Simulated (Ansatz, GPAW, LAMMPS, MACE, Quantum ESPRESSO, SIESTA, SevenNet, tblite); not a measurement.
# GPAW runs on glassy 39BaO-61TiO2 (mol %) (94 atoms)

How do the settings of GPAW change the result for glassy 39BaO-61TiO2 (mol %) (94 atoms)? A plane-wave run serves as the yardstick.

Program: GPAW 26.7.0. Level of theory: the method is named at each step. Results are calculated unless marked as measured.

## Step 1: The starting structure

The cell holds 94 atoms: 14 Ba, 22 Ti and 58 O. Cell: a = 11.321 Å, b = 11.321 Å, c = 11.321 Å, α = 90.0°, β = 90.0°, γ = 90.0°. 94 atoms (14 Ba, 22 Ti, 58 O) placed at random at 4.7 g/cm³, melted at 4000 K for 10 ps at fixed volume with the Morse and Coulomb pair potential with partial charges (Pedone, Malavasi, Menziani, Cormack and Segre, J. Phys. Chem. B 110, 11780 (2006)). Quenched from 4000 K to 300 K at 50 K/ps and fixed volume, held 10 ps at zero pressure, then minimised at fixed cell.

The yardstick, on the same geometry:

| Property | Result |
| --- | --- |
| method | Kohn-Sham DFT, PBE, SSSP efficiency 1.3.0 pseudopotentials, plane waves (Quantum ESPRESSO 7.5); sssp-pbe-1.3.0-efficiency, cutoffs 60/480 Ry, Γ point |
| r.m.s. force component | 0.7144 eV/Å |
| longest force | 2.612 eV/Å |
| pressure | 2.873 GPa |
| gap (highest filled to lowest empty level) | 2.464 eV |
| time | 11 min on 4 MPI ranks of Arm Neoverse V1, shared host |
| CPU time | 43 min |

## Step 2: PBE, LCAO dzp, h 0.18 Å

Method: Kohn-Sham DFT, PBE, PAW, atomic orbitals (dzp).

Contents of run.py:

```python
import numpy as np
from ase.io import read
from gpaw import GPAW, FermiDirac

atoms = read("structure.xyz")
atoms.calc = GPAW(
    mode="lcao",
    basis="dzp",
    h=0.18,
    xc="PBE",
    kpts={"size": (1, 1, 1), "gamma": True},
    occupations=FermiDirac(0.05),
    maxiter=200,
    symmetry={"point_group": False},
    txt="gpaw.txt",
)
energy = atoms.get_potential_energy(force_consistent=True)
forces = atoms.get_forces()
print(f"energy {energy:.6f} eV")
print("forces (eV/A)")
for i, (a, f) in enumerate(zip(atoms, forces)):
    print(f"{i:4d} {a.symbol:2s} {f[0]:10.5f} {f[1]:10.5f} {f[2]:10.5f}")
print(f"Fermi level {atoms.calc.get_fermi_level():.4f} eV")
for k in range(len(atoms.calc.get_ibz_k_points())):
    for s in range(atoms.calc.get_number_of_spins()):
        e = atoms.calc.get_eigenvalues(kpt=k, spin=s)
        n = np.searchsorted(e, atoms.calc.get_fermi_level())
        print(f"k {k} spin {s} levels about the Fermi level:", np.round(e[max(n - 6, 0):n], 4).tolist(), "|", np.round(e[n:n + 6], 4).tolist())
```

Contents of structure.xyz:

```xyz
94
Lattice="11.32140 0.00000 0.00000 0.00000 11.32140 0.00000 0.00000 0.00000 11.32140" Properties=species:S:1:pos:R:3 pbc="T T T"
Ba 5.14897 1.91785 10.63849
Ba 3.14859 4.56083 4.03393
Ba 3.34740 7.78007 9.45665
Ba 9.10388 7.90732 2.50135
Ba 1.30672 8.72031 2.87111
Ba 1.05753 10.22855 0.08729
Ba 10.88938 7.05119 9.60100
Ba 7.34623 2.45255 2.67502
Ba 9.55515 2.48912 6.75899
Ba 7.56349 10.60679 7.86917
Ba 4.45757 7.90981 3.00617
Ba 3.77444 10.90183 7.16611
Ba 7.32461 4.63634 8.86047
Ba 1.40385 1.12422 5.00723
Ti 1.91785 2.14982 1.43091
Ti 10.03597 3.11225 11.06961
Ti 3.21177 5.26841 0.30511
Ti 5.65730 2.47984 6.03623
Ti 1.53880 2.19646 9.33846
Ti 0.38436 5.82701 1.17426
Ti 7.25045 7.85139 9.82267
Ti 4.80514 9.97279 0.02808
Ti 10.16447 0.53811 2.62521
Ti 7.16237 5.39759 4.56581
Ti 4.01095 4.42021 8.17609
Ti 0.04585 10.54419 8.23326
Ti 4.29013 0.26945 3.04591
Ti 8.93734 10.70235 10.91168
Ti 1.99245 7.87471 6.20866
Ti 6.50947 5.52892 1.00194
Ti 7.16260 10.37889 4.24303
Ti 5.43529 7.60572 6.58407
Ti 10.36497 9.70957 5.54307
Ti 0.82658 4.81805 6.92938
Ti 9.37933 7.06455 6.79058
Ti 10.69453 3.95819 3.70074
O 5.80561 0.33817 3.98185
O 8.53237 9.93996 5.36261
O 8.86058 4.33813 4.28119
O 4.06133 1.83656 5.66727
O 3.36846 9.03414 0.61690
O 10.35840 5.53288 7.14980
O 10.32251 2.09050 3.84214
O 5.41061 3.31626 7.63006
O 1.60911 5.70757 10.78024
O 5.92324 8.64310 10.94553
O 1.10338 9.27913 8.93700
O 3.65296 8.22896 6.79375
O 0.63626 3.37049 8.05620
O 2.72936 4.54260 6.87300
O 3.23792 1.67444 2.74046
O 9.10558 2.96745 9.59477
O 10.18722 10.98436 9.59058
O 3.04048 3.58073 0.82963
O 4.90341 11.14705 1.38846
O 9.54292 2.06831 1.11731
[... 34 atom lines left out ...]
O 7.43080 0.20062 10.59491
O 10.62355 11.23796 6.70091
O 4.10457 5.14444 9.92966
O 2.14925 6.02400 1.78369
```

Started as:

```console
$ OMP_NUM_THREADS=1 python run.py > output.txt
```

The log of the run:

```text
energy -711.075853 eV
forces (eV/A)
   0 Ba   -0.94620    0.04037    0.19826
   1 Ba   -0.41369   -0.02827   -0.04448
   2 Ba    0.58747   -0.74353   -0.26562
   3 Ba   -0.33321   -0.09980    0.27739
   4 Ba   -0.26609   -0.40045    1.58851
   5 Ba    0.08739    1.71210   -0.90149
   6 Ba   -0.11313   -0.03365   -0.28213
   7 Ba    0.64848   -0.16876    0.17172
   8 Ba    0.17742    0.08972   -0.11447
   9 Ba    0.46226   -0.82292   -0.39119
  10 Ba    1.63386    0.21333    0.11332
  11 Ba    0.07278   -0.38575    0.01239
  12 Ba    0.25669    0.65327    0.42565
  13 Ba   -0.46275   -0.20554   -1.01727
  14 Ti   -0.92481   -0.58781   -0.56191
  15 Ti    0.01296    0.03047    0.79912
  16 Ti   -2.16593   -1.26486   -0.56910
  17 Ti   -0.36090    0.13306   -0.23532
  18 Ti    0.00958    0.25222    0.67787
  19 Ti    0.88628   -0.82862   -0.49335
  20 Ti   -0.44979    0.36833   -0.34181
  21 Ti   -0.23068   -0.78444   -0.23346
  22 Ti   -0.20504    0.89672   -0.43698
  23 Ti   -0.16884   -0.62502    0.52302
[...]
86 O     1.69799   -1.47575    0.82291
  87 O    -0.01160   -1.23440   -0.46029
  88 O     0.52387   -1.20066   -0.23647
  89 O     0.12000   -0.24742   -1.16452
  90 O    -1.19137    0.77679   -0.30239
  91 O    -0.66150    2.32806   -1.12157
  92 O     0.66887    0.17216   -0.46688
  93 O     1.06388    0.72605    2.12084
Fermi level 6.3382 eV
k 0 spin 0 levels about the Fermi level: [4.8652, 4.9076, 4.9259, 4.9649, 5.1183, 5.166] | [7.5284, 7.6205, 7.6923, 7.7339, 7.7434, 7.8751]
```

gpaw.txt:

```text
Input parameters:
  mode=LCAO(),
  basis={'default': 'dzp'},
  h=0.18,
  kpts=MonkhorstPack(size=(1, 1, 1), gamma=True),
  maxiter=200,
  occupations=Occupations(name='fermi-dirac', width=0.05, fixmagmom=False),
  symmetry=Symmetry(point_group=False),
  xc=XC(name='PBE')
Unit cell  # Å
| periodic |         x |         y |         z |   lengths |    angles |
|----------|-----------|-----------|-----------|-----------|-----------|
|      yes | 11.321400 |  0.000000 |  0.000000 | 11.321400 | 90.000000 |
|      yes |  0.000000 | 11.321400 |  0.000000 | 11.321400 | 90.000000 |
|      yes |  0.000000 |  0.000000 | 11.321400 | 11.321400 | 90.000000 |
Number of symmetries: 1
Symmetry operations  # r_c * U_cc + t_c -> r_c
|   | kind |            matrix            |
|---|------|------------------------------|
| 0 |  E   |  1, 0, 0,  0, 1, 0,  0, 0, 1 |
BZ-sampling:
  Number of BZ points: 1
  Number of IBZ points: 1
  Monkhorst-Pack size: [1, 1, 1]
  Monkhorst-Pack shift: [0, 0, 0]
[... lines left out ...]
  Fermi-Dirac:
    width: 0.0500  # eV
FastPoissonSolver using
    Stencil: 6*3+1=19 point O(h^6) finite-difference Laplacian
xc functional:
  name: PBE with 2 nearest neighbor stencil
interpolation: tri-quintic # 5. degree polynomial
Initialization done in: 22.954 s
convergence criteria:
- Maximum [total energy] change in last 3 cyles: 0.0005 eV / valence electron
- Maximum integral of absolute [dens]ity change: 0.0001 electrons / valence electron
- Maximum integral of absolute [eigenst]ate change: 4e-08 eV^2 / valence electron
maximum number of iterations: 200
SCF iterations
|iter     |      energy | eigst |  dens |
|---------|-------------|-------|-------|
|iter:   1| -810.809865 |      c|       |
|iter:   2| -777.551054 |      c| -0.87 |
|iter:   3| -715.751192 |      c| -0.93 |
|iter:   4| -712.140491 |      c| -1.41 |
|iter:   5| -711.046443 |      c| -1.62 |
|iter:   6| -711.154963 |      c| -1.88 |
|iter:   7| -711.091965c|      c| -2.20 |
|iter:   8| -711.077726c|      c| -2.78 |
|iter:   9| -711.076815c|      c| -3.04 |
|iter:  10| -711.075963c|      c| -3.36 |
|iter:  11| -711.075860c|      c| -3.73 |
|iter:  12| -711.075853c|      c| -4.09c|
Converged in 12 steps
SCF loop duration: 949.800 s (79.150 s/step)
Energy contributions relative to reference atoms: (reference = -3727187.542817)
Energy contributions:
  Kinetic:         965.272620
  Coulomb:       -1003.875885
  Zero:             16.243929
  External:          0.000000
  Xc:             -688.716518
  Entropy:          -0.000000
  Spinorbit:         0.000000
  ----------------------------
  Free energy:    -711.075853
  Extrapolated:   -711.075853
dipole moment: (-2.035369, 49.364539, -28.189366)  # |e|*Ang
Fermi level: 6.338
Eigenvalues  # (at kpt = [0.000, 0.000, 0.000])
| band index |      eig [eV] | occ [0-2] |
|------------|---------------|-----------|
|          0 |       -51.818 |     2.000 |
|        ... |               |           |
|        368 |         4.764 |     2.000 |
|        369 |         4.828 |     2.000 |
[...]
|        383 |         7.936 |     0.000 |
|        ... |               |           |
|        455 |        10.121 |     0.000 |
Gap: 2.362 eV
Transition (v -> c):
  (s=0, k=0, n=375, [0.00, 0.00, 0.00]) -> (s=0, k=0, n=376, [0.00, 0.00, 0.00])
No difference between direct/indirect transitions
Force computation time: 199.809  # s
timing:  # [seconds]
  Total:  1172.599  # ━━━━━━━━━━━━━━━━━━━━━━━━━━━━━━━━━━━━━━━━━━━━━━━━━━━━━━━
  Init:     22.953  # ━
  SCF:     949.800  # ━━━━━━━━━━━━━━━━━━━━━━━━━━━━━━━━━━━━━━━━━━━━╸
  Forces:  199.809  # ━━━━━━━━━╸
```

Run time: 20 min. Hardware: 1 thread of Arm Neoverse V1, shared host; peak memory 2.9 GiB.

Banners, paths, timers and routine set-up lines are dropped from the logs unmarked, and long logs keep their key lines alone; longer cuts are marked.

Compared with the plane-wave run:

```
r.m.s. force component                           : 0.8401 eV/Å
r.m.s. difference of force components            : 169.7 meV/Å
longest difference of force vectors              : 576.9 meV/Å
force difference over r.m.s. force               : 23.75 %
slope of forces against the reference's          : 1.163
correlation of force components                  : 0.9892
gap (highest filled to lowest empty level) : 2.362 eV
gap difference                                   : -0.1014 eV
```

Length of the force difference by element (eV/Å):

| element | atoms | mean | most |
| --- | --- | --- | --- |
| Ba | 14 | 0.085 | 0.14 |
| O | 58 | 0.33 | 0.58 |
| Ti | 22 | 0.17 | 0.26 |

Levels nearest the highest filled one (eV from it): -0.30, -0.26, -0.24, -0.20, -0.05, 0.00, 2.36, 2.45, 2.53, 2.57, 2.58, 2.71.

The surroundings of O68, picked at random, nearest first, numbered as they follow in the input and with coordinates relative to it.

| atom | x | y | z | distance (Å) | bonds | Fx | Fy | Fz (eV/Å) |
| --- | --- | --- | --- | --- | --- | --- | --- | --- |
| O68 | 0.00 | 0.00 | 0.00 | 0.00 | 4 | 0.13 | 1.04 | -1.50 |
| Ti18 | -0.53 | -1.31 | 1.15 | 1.82 | 4 | -0.36 | 0.13 | -0.24 |
| Ti24 | 0.97 | 1.61 | -0.32 | 1.91 | 5 | -0.17 | -0.63 | 0.52 |
| O39 | 2.67 | 0.55 | -0.61 | 2.79 | 4 | -0.24 | -0.24 | 0.08 |
| O60 | -0.59 | 2.73 | 0.11 | 2.80 | 4 | -0.39 | -0.28 | -0.90 |
| Ba8 | 1.16 | -1.34 | -2.22 | 2.83 | 8 | 0.65 | -0.17 | 0.17 |
| O44 | -0.78 | -0.47 | 2.74 | 2.89 | 4 | 0.78 | -0.12 | 1.74 |
| O87 | 0.83 | -2.34 | 1.53 | 2.92 | 3 | 1.70 | -1.48 | 0.82 |
| O40 | -2.13 | -1.95 | 0.78 | 2.99 | 4 | -1.88 | -1.05 | -0.29 |
| O82 | 0.88 | 1.92 | -2.18 | 3.03 | 5 | 0.92 | 0.85 | 1.04 |

Atoms are counted from 1 here, from 0 in the log.

Forces lie 24 % from the reference's, at 0.46 times its CPU time (on 1 against 4 cores).

## Step 3: PBE, LCAO dzp, h 0.18 Å, other mixer settings

Method: Kohn-Sham DFT, PBE, PAW, atomic orbitals (dzp).

Changes to run.py since step 2:

```diff
@@ -2,3 +2,4 @@
 from ase.io import read
-from gpaw import GPAW, FermiDirac
+from gpaw import GPAW, FermiDirac, Mixer
+from ase.parallel import parprint as print
 
@@ -12,2 +13,3 @@
     occupations=FermiDirac(0.05),
+    mixer=Mixer(0.1, 5, 50),
     maxiter=200,
```

structure.xyz is that of step 2.

Started as:

```console
$ OMP_NUM_THREADS=1 mpirun -np 2 gpaw python run.py > output.txt
```

The log of the run:

```text
energy -711.075850 eV
forces (eV/A)
   0 Ba   -0.94804    0.04159    0.20224
   1 Ba   -0.41173   -0.03079   -0.04071
   2 Ba    0.58860   -0.74733   -0.26708
   3 Ba   -0.33684   -0.09995    0.27768
   4 Ba   -0.26848   -0.39720    1.59097
   5 Ba    0.08535    1.72034   -0.90473
   6 Ba   -0.11139   -0.03309   -0.28492
   7 Ba    0.64690   -0.16819    0.17253
   8 Ba    0.17810    0.08896   -0.11659
   9 Ba    0.46562   -0.82733   -0.39192
  10 Ba    1.63831    0.21797    0.11212
  11 Ba    0.07221   -0.38645    0.01273
  12 Ba    0.25324    0.65926    0.42325
  13 Ba   -0.46485   -0.20530   -1.01733
  14 Ti   -0.92609   -0.58692   -0.56262
  15 Ti    0.01802    0.02972    0.80021
  16 Ti   -2.16673   -1.26780   -0.56990
  17 Ti   -0.36041    0.13362   -0.23592
  18 Ti    0.00826    0.25340    0.67862
  19 Ti    0.88499   -0.83149   -0.49374
  20 Ti   -0.44857    0.36850   -0.34145
  21 Ti   -0.23129   -0.78560   -0.23302
  22 Ti   -0.20384    0.89779   -0.43795
  23 Ti   -0.16912   -0.62555    0.52447
[...]
86 O     1.69934   -1.47669    0.82262
  87 O    -0.01222   -1.23484   -0.46041
  88 O     0.52620   -1.20247   -0.23428
  89 O     0.12083   -0.25173   -1.16742
  90 O    -1.19317    0.77787   -0.30006
  91 O    -0.66246    2.33085   -1.12123
  92 O     0.66928    0.17398   -0.46585
  93 O     1.06450    0.72415    2.12139
Fermi level 6.3591 eV
k 0 spin 0 levels about the Fermi level: [4.8653, 4.9076, 4.9259, 4.9649, 5.1186, 5.166] | [7.5281, 7.6207, 7.6923, 7.7335, 7.7436, 7.875]
```

gpaw.txt:

```text
Input parameters:
  mode=LCAO(),
  basis={'default': 'dzp'},
  h=0.18,
  kpts=MonkhorstPack(size=(1, 1, 1), gamma=True),
  maxiter=200,
  mixer=Pulay(name='pulay', nmaxold=5, beta=0.1, weight=50, sigma=0.015, g_ss=None),
  occupations=Occupations(name='fermi-dirac', width=0.05, fixmagmom=False),
  symmetry=Symmetry(point_group=False),
  xc=XC(name='PBE')
Unit cell  # Å
[... lines left out ...]
  Fermi-Dirac:
[... lines left out ...]
convergence criteria:
- Maximum [total energy] change in last 3 cyles: 0.0005 eV / valence electron
[... lines left out ...]
Converged in 15 steps
[... lines left out ...]
  Coulomb:       -1004.619423
  Zero:             16.217681
  External:          0.000000
  Xc:             -688.748680
  Entropy:          -0.000000
  Spinorbit:         0.000000
  ----------------------------
  Free energy:    -711.075850
  Extrapolated:   -711.075850
dipole moment: (-2.035974, 49.364483, -28.189884)  # |e|*Ang
Fermi level: 6.359
Eigenvalues  # (at kpt = [0.000, 0.000, 0.000])
| band index |      eig [eV] | occ [0-2] |
|------------|---------------|-----------|
|          0 |       -51.819 |     2.000 |
|        ... |               |           |
|        368 |         4.764 |     2.000 |
|        369 |         4.828 |     2.000 |
[...]
|        383 |         7.936 |     0.000 |
|        ... |               |           |
|        455 |        10.121 |     0.000 |
Gap: 2.362 eV
Transition (v -> c):
  (s=0, k=0, n=375, [0.00, 0.00, 0.00]) -> (s=0, k=0, n=376, [0.00, 0.00, 0.00])
No difference between direct/indirect transitions
Force computation time: 105.003  # s
```

Wall time 13 min (2 MPI ranks); peak memory 3.3 GiB; 25 min of CPU time.

Numbers from this run, and their distance from the reference:

- r.m.s. force component: 0.8407 eV/Å
- r.m.s. difference of force components: 170.4 meV/Å
- longest difference of force vectors: 577.1 meV/Å
- force difference over r.m.s. force: 23.85 %
- slope of forces against the reference's: 1.164
- correlation of force components: 0.9891
- gap (highest filled to lowest empty level): 2.362 eV
- gap difference: -0.1017 eV
- energy less the same-level run's: 0 meV/atom
- r.m.s. force difference from the same-level run: 1.863 meV/Å

Against the first run (24 %), the force difference from the reference is 24 %, at 1.3 times the CPU time (on 2 against 1 cores): another solver or mixer reaches the same state.

[end of part 1 of 2]

[Also dropped from logs without a mark: logging warnings of Python, and SIESTA's first energy breakdown and zero terms.]

[Logs are printed without paths, hosts, clocks, repeated set-up lines and the standing remarks that a program may print on its own settings, such as how far it seeks lower states.]

[Hosts, paths, dates, database ids (printed as entryN), source tags and the programs' standing remarks are cut or masked in the printed files.]
